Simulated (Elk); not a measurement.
# Dielectric function and optical constants of Zr3Ag

Aim: the dielectric function of Zr3Ag, and the optical constants that follow from it.

Calculated with Elk 11.2.3 (patched build); DFT, LDA, all-electron APW+lo, Dirac cores, scalar-relativistic bands, independent-particle optical response without local fields.

### 1. Starting point

The structure is tetragonal, space group P4/mmm (No. 123). The conventional cell has a = 4.566 Å, b = 4.566 Å, c = 3.986 Å, α = 90.00°, β = 90.00°, γ = 90.00°. Nearest to Ag lie 12 Zr at 3.03 to 3.23 Å. Nearest to Zr lie 4 Ag at 3.03 Å and 8 Zr at 3.03 to 3.23 Å. Nearest to Zr lie 8 Zr at 3.03 Å and 4 Ag at 3.23 Å. Farther neighbours are not listed.

Coordinates:

```cif
data_structure
_symmetry_space_group_name_H-M 'P 1'
_symmetry_Int_Tables_number 1
_cell_length_a 4.5660
_cell_length_b 4.5660
_cell_length_c 3.9860
_cell_angle_alpha 90.000
_cell_angle_beta 90.000
_cell_angle_gamma 90.000
_cell_volume 83.10
loop_
_atom_site_label
_atom_site_type_symbol
_atom_site_fract_x
_atom_site_fract_y
_atom_site_fract_z
_atom_site_occupancy
Ag1 Ag 0.00000 0.00000 0.00000 1
Zr2 Zr 0.50000 0.00000 0.50000 1
Zr3 Zr 0.00000 0.50000 0.50000 1
Zr4 Zr 0.50000 0.50000 0.00000 1
```

### 2. Ground state

The self-consistent density comes first; it also tells whether there is a gap, which decides the occupations and the need for a Drude term.

This step: DFT, LDA, all-electron APW+lo, Dirac cores, scalar-relativistic bands, ground state (Elk 11.2.3 (patched build)).

The input, elk.in:

```
tasks
  0
  120

xctype
  3

nempty
  14

lorbcnd
  .true.

rgkmax
  7.0

swidth
  0.0018375

maxscl
  100

epsengy
  1e-05

sppath
  './'

avec
  8.628489485041 0.000000000000 0.000000000000
  0.000000000000 8.628489485041 0.000000000000
  0.000000000000 0.000000000000 7.532448332758

atoms
  2
  'Ag.in'
  1
  0.000000000000 0.000000000000 0.000000000000   0.000 0.000 0.000
  'Zr.in'
  3
  0.500000000000 0.000000000000 0.500000000000   0.000 0.000 0.000
  0.000000000000 0.500000000000 0.500000000000   0.000 0.000 0.000
  0.500000000000 0.500000000000 0.000000000000   0.000 0.000 0.000

ngridk
  6 6 6

vkloff
  0.5000 0.5000 0.5000
```

The run is started by

```
OMP_NUM_THREADS=2 elk
```

Numbers of over 12 decimals in the logs are rounded to 6 here.

The log of the run:

```text
┌─────────────────────────┐
│ Elk code version 11.2.3 │
└─────────────────────────┘

All units are atomic (Hartree, Bohr, etc.)

┌─────────────────────────────────────────────────┐
│ Ground-state run starting from atomic densities │
└─────────────────────────────────────────────────┘

Lattice vectors :
   8.628489485       0.000000000       0.000000000
   0.000000000       8.628489485       0.000000000
   0.000000000       0.000000000       7.532448333

Reciprocal lattice vectors :
  0.7281906431       0.000000000       0.000000000
   0.000000000      0.7281906431       0.000000000
   0.000000000       0.000000000      0.8341491411

Unit cell volume      :    560.7970363
Brillouin zone volume :   0.4423172688

Muffin-tin inner radius fraction :   0.1000000000E-01

Nuclei treated as point charges

Species : 1 (Ag)
 parameters loaded from : Ag.in
 name : silver
 nuclear charge    :   -47.00000000
 electronic charge :    47.00000000
 atomic mass :    196631.6998
 muffin-tin radius :    2.600000000
 number of radial points in muffin-tin :    597
 inner part over the whole radius :   0.9869554211E-02
 number on inner part of muffin-tin    :    425
 approximate nuclear radius :   0.8648227117E-04
 number of mesh points to nuclear radius :    213
 atomic positions (lattice), magnetic fields (Cartesian) :
  1 :   0.00000000  0.00000000  0.00000000    0.00000000  0.00000000  0.00000000

Species : 2 (Zr)
 parameters loaded from : Zr.in
 name : zirconium
 nuclear charge    :   -40.00000000
 electronic charge :    40.00000000
 atomic mass :    166291.1793
 muffin-tin radius :    2.600000000
 number of radial points in muffin-tin :    597
 inner part over the whole radius :   0.9835613484E-02
 number on inner part of muffin-tin    :    424
 approximate nuclear radius :   0.8202877663E-04
 number of mesh points to nuclear radius :    209
 atomic positions (lattice), magnetic fields (Cartesian) :
  1 :   0.50000000  0.00000000  0.50000000    0.00000000  0.00000000  0.00000000
  2 :   0.00000000  0.50000000  0.50000000    0.00000000  0.00000000  0.00000000
  3 :   0.50000000  0.50000000  0.00000000    0.00000000  0.00000000  0.00000000

Total number of atoms per unit cell :    4
Total muffin-tin volume :    294.4887066
 ratio of muffin-tin to unit cell volume :   0.5251252904

Spin treatment :
 spin-unpolarised

Number of Bravais lattice symmetries :   16
Number of crystal symmetries         :   16
Crystal has inversion symmetry
Real symmetric eigensolver will be used

k-point grid :      6     6     6
k-point offset :   0.5000000000      0.5000000000      0.5000000000
k-point set is reduced with full crystal symmetry group
Total number of k-points :       18

Muffin-tin radius times maximum |G+k| :    7.000000000
 using average radius
Maximum |G+k| for APW functions       :    2.692307692
Maximum (1/2)|G+k|²                   :    3.624260355
Maximum |G| for potential and density :    12.00000000
Constant for pseudocharge density :    8
 order of it for each species :   15  15
 order of it for pair densities of each species (exact exchange by exxq0 0: 15) :   10  10
Radial integration step length :    1

G-vector grid sizes :     35    35    30
Number of G-vectors :    16353

Maximum angular momentum used for
 APW functions            :    8
 outer part of muffin-tin :    6
 inner part of muffin-tin :    2

Total nuclear charge    :   -167.0000000
Total core charge       :    112.0000000
Total valence charge    :    55.00000000
Total excess charge     :    0.000000000
Total electronic charge :    167.0000000

Effective Wigner radius, rₛ :   0.9289668355

Number of empty states         :     56
Total number of valence states :     84
Total number of core states    :    112

Conduction state local-orbitals added automatically
Third-order local-orbitals added for an l without core states : F
Total number of local-orbitals :    253

Exchange-correlation functional :      3     0     0
 Perdew-Wang/Ceperley-Alder, Phys. Rev. B 45, 13244 (1992)
 gradient requirement :    0
 local density approximation (LDA)

Smearing type :    3
 Fermi-Dirac
Smearing width :   0.1837500000E-02
Effective electronic temperature (K) :    580.2366081

Mixing type :    3
 Broyden mixing, J. Phys. A: Math. Gen. 17, L317 (1984)

Kohn-Sham potential initialised from atomic data

┌──────────────────────────────┐
│ Self-consistent loop started │
└──────────────────────────────┘

┌─────────────────┐
│ Loop number : 1 │
└─────────────────┘

Energies :
 Fermi                       :     0.202913
 sum of occupied eigenvalues :     -9574.0751468517
 electron kinetic            :      16680.756431778
 core electron kinetic       :      16290.266030099
 Coulomb                     :     -32304.779944793
 Coulomb potential           :     -25647.845787634
 nuclear-nuclear             :     -1942.9972096184
 electron-nuclear            :     -35126.736065107
 Hartree                     :      4764.9533299320
 Madelung                    :     -19480.857050976
 xc potential                :     -606.98579099560
 exchange                    :     -459.05660884735
 correlation                 :     -15.504552970445
 electron entropic           :    -0.15033838592667E-02
 total energy                :     -16098.586178217

Density of states at Fermi energy :    133.5790045
 (states/Hartree/unit cell)

Estimated indirect band gap :   0.3839972814E-02
 from k-point 17 to k-point 5
Estimated direct band gap   :   0.4473504976E-02
 at k-point 5

Charges :
 core                        :    112.0000000
 valence                     :    55.00000000
 interstitial                :    7.447962439
 muffin-tins (core leakage)
  species : 1 (Ag)
   atom 1                    :    44.88145117     ( -0.5336204545E-05)
  species : 2 (Zr)
   atom 1                    :    38.03618119     ( -0.2193886452E-05)
   atom 2                    :    38.03618119     ( -0.2193886452E-05)
   atom 3                    :    38.59822401     ( -0.2176104381E-05)
 total in muffin-tins        :    159.5520376
 total calculated charge     :    166.9995730
 total charge                :    167.0000000
 error                       :   0.4269875354E-03

┌─────────────────┐
│ Loop number : 2 │
└─────────────────┘

Energies :
 Fermi                       :     0.203454
 sum of occupied eigenvalues :     -9574.2622906949
 electron kinetic            :      16681.796254127
 core electron kinetic       :      16290.710757868
 Coulomb                     :     -32305.870740140
 Coulomb potential           :     -25646.682622526
 nuclear-nuclear             :     -1942.9972096184
 electron-nuclear            :     -35130.103877068
 Hartree                     :      4767.2303465457
 Madelung                    :     -19482.529428877
 xc potential                :     -609.37592229601
 exchange                    :     -459.13402156784
 correlation                 :     -15.506914926448
 electron entropic           :    -0.16464187126876E-02
 total energy                :     -16098.717068926

Density of states at Fermi energy :    151.6466372
 (states/Hartree/unit cell)

Estimated indirect band gap :   0.1741184845E-02
 from k-point 17 to k-point 7
Estimated direct band gap   :   0.3684616322E-02
 at k-point 17

Charges :
 core                        :    112.0000000
 valence                     :    55.00000000
 interstitial                :    7.401450150
 muffin-tins (core leakage)
  species : 1 (Ag)
   atom 1                    :    45.00061632     ( -0.5336211622E-05)
  species : 2 (Zr)
   atom 1                    :    38.02359251     ( -0.2195773995E-05)
   atom 2                    :    38.02359251     ( -0.2195773995E-05)
   atom 3                    :    38.55074851     ( -0.2175067099E-05)
 total in muffin-tins        :    159.5985499
 total calculated charge     :    166.9995700
 total charge                :    167.0000000
 error                       :   0.4300448945E-03

RMS change in Kohn-Sham potential (target) :   0.4345516780     (  0.1000000000E-05)
Absolute change in total energy (target)   :   0.1308907097     (  0.1000000000E-04)

[... 15 loops left out ...]

┌──────────────────┐
│ Loop number : 18 │
└──────────────────┘

Energies :
 Fermi                       :     0.307762
 sum of occupied eigenvalues :     -9564.9003009436
 electron kinetic            :      16697.868621415
 core electron kinetic       :      16291.586568935
 Coulomb                     :     -32320.500545847
 Coulomb potential           :     -25632.183585334
 nuclear-nuclear             :     -1942.9972096184
 electron-nuclear            :     -35174.202369609
 Hartree                     :      4796.6990333805
 Madelung                    :     -19504.408753180
 xc potential                :     -630.58533702421
 exchange                    :     -460.17986220034
 correlation                 :     -15.538273029449
 electron entropic           :    -0.19295556248555E-02
 total energy                :     -16098.351989218

Density of states at Fermi energy :    175.0878378
 (states/Hartree/unit cell)

Estimated indirect band gap :   0.1728895684E-02
 from k-point 5 to k-point 5
Estimated direct band gap   :   0.1728895684E-02
 at k-point 5

Charges :
 core                        :    112.0000000
 valence                     :    55.00000000
 interstitial                :    6.815253205
 muffin-tins (core leakage)
  species : 1 (Ag)
   atom 1                    :    46.11343931     ( -0.5336301871E-05)
  species : 2 (Zr)
   atom 1                    :    37.99329105     ( -0.2331077155E-05)
   atom 2                    :    37.99329105     ( -0.2331077155E-05)
   atom 3                    :    38.08472538     ( -0.2308291826E-05)
 total in muffin-tins        :    160.1847468
 total calculated charge     :    166.9995157
 total charge                :    167.0000000
 error                       :   0.4842799495E-03

RMS change in Kohn-Sham potential (target) :   0.3823089018E-07 (  0.1000000000E-05)
Absolute change in total energy (target)   :   0.5774050805E-05 (  0.1000000000E-04)

Convergence targets achieved

┌──────────────────┐
│ Loop number : 19 │
└──────────────────┘

Energies :
 Fermi                       :     0.307762
 sum of occupied eigenvalues :     -9564.9003071282
 electron kinetic            :      16697.868615066
 core electron kinetic       :      16291.586562791
 Coulomb                     :     -32320.500544861
 Coulomb potential           :     -25632.183584414
 nuclear-nuclear             :     -1942.9972096184
 electron-nuclear            :     -35174.202368460
 Hartree                     :      4796.6990332170
 Madelung                    :     -19504.408752654
 xc potential                :     -630.58533778025
 exchange                    :     -460.17986217396
 correlation                 :     -15.538273028674
 electron entropic           :    -0.19295557428919E-02
 total energy                :     -16098.351994554

Density of states at Fermi energy :    175.0878534
 (states/Hartree/unit cell)

Estimated indirect band gap :   0.1728895043E-02
 from k-point 5 to k-point 5
Estimated direct band gap   :   0.1728895043E-02
 at k-point 5

Charges :
 core                        :    112.0000000
 valence                     :    55.00000000
 interstitial                :    6.815253308
 muffin-tins (core leakage)
  species : 1 (Ag)
   atom 1                    :    46.11343927     ( -0.5336302198E-05)
  species : 2 (Zr)
   atom 1                    :    37.99329107     ( -0.2331076480E-05)
   atom 2                    :    37.99329107     ( -0.2331076480E-05)
   atom 3                    :    38.08472527     ( -0.2308291357E-05)
 total in muffin-tins        :    160.1847467
 total calculated charge     :    166.9995157
 total charge                :    167.0000000
 error                       :   0.4842799766E-03

┌──────────────────────────────┐
│ Self-consistent loop stopped │
└──────────────────────────────┘

Wrote STATE.OUT
```

Wall time 17 s (2 threads of Intel Xeon Platinum 8375C at 2.90GHz (Ice Lake), shared host); peak memory 0.11 GiB; 31 s of CPU time.

This step gave:

```
total energy           : -16098 Ha
Fermi energy           : 8.375 eV
DOS at the Fermi level : 6.434 states/eV/cell
```

There are states at the Fermi level within the smearing, so the occupations stay smeared and the carriers get a Drude term.

### 3. Independent particles

With the density converged, the vertical transitions are summed over the zone.

This step: DFT, LDA, all-electron APW+lo, Dirac cores, scalar-relativistic bands, independent-particle optical response without local fields (Elk 11.2.3 (patched build)).

Changes to elk.in since step 2:

```diff
@@ -1,4 +1,10 @@
 tasks
-  0
-  120
+  121
+
+optcomp
+  1 1
+  3 3
+
+intraband
+  .true.
 
@@ -17,9 +23,7 @@
 swidth
-  0.0018375
+  0.0073499
 
-maxscl
-  100
-
-epsengy
-  1e-05
+wplot
+  400 100 0
+  0.0 1.10248
```

The run is started by

```
OMP_NUM_THREADS=2 elk
```

The log of the run:

```text
┌─────────────────────────────────┐
│ Elk code version 11.2.3 started │
└─────────────────────────────────┘

┌────────────────────┐
│ Current task : 121 │
└────────────────────┘

Info(dielectric):
 dielectric tensor written to EPSILON_ij.OUT
 optical conductivity written to SIGMA_ij.OUT
 plasma frequency written to PLASMA_ij.OUT
 for components
  i = 1, j = 1
  i = 3, j = 3

┌──────────────────┐
│ Elk code stopped │
└──────────────────┘
```

Run time: 4.7 s. Hardware: 2 threads; peak memory 0.04 GiB; 9.7 s of CPU time.

Numbers from this step:

| Quantity | Value |
| --- | --- |
| centre of weight of the strongest loss peak in the window | 16.29 eV |
| Drude plasma energy, first axis | 4.326 eV |

[end of part 1 of 2]

[Machine, clock and banner lines and Python warnings are left out of the logs.]

[Logs are printed without paths, hosts, clocks, repeated set-up lines and the standing remarks that a program may print on its own settings, such as how far it seeks lower states.]

[Hosts, paths, dates, database ids (printed as entryN), source tags and the programs' standing remarks are cut or masked in the printed files.]
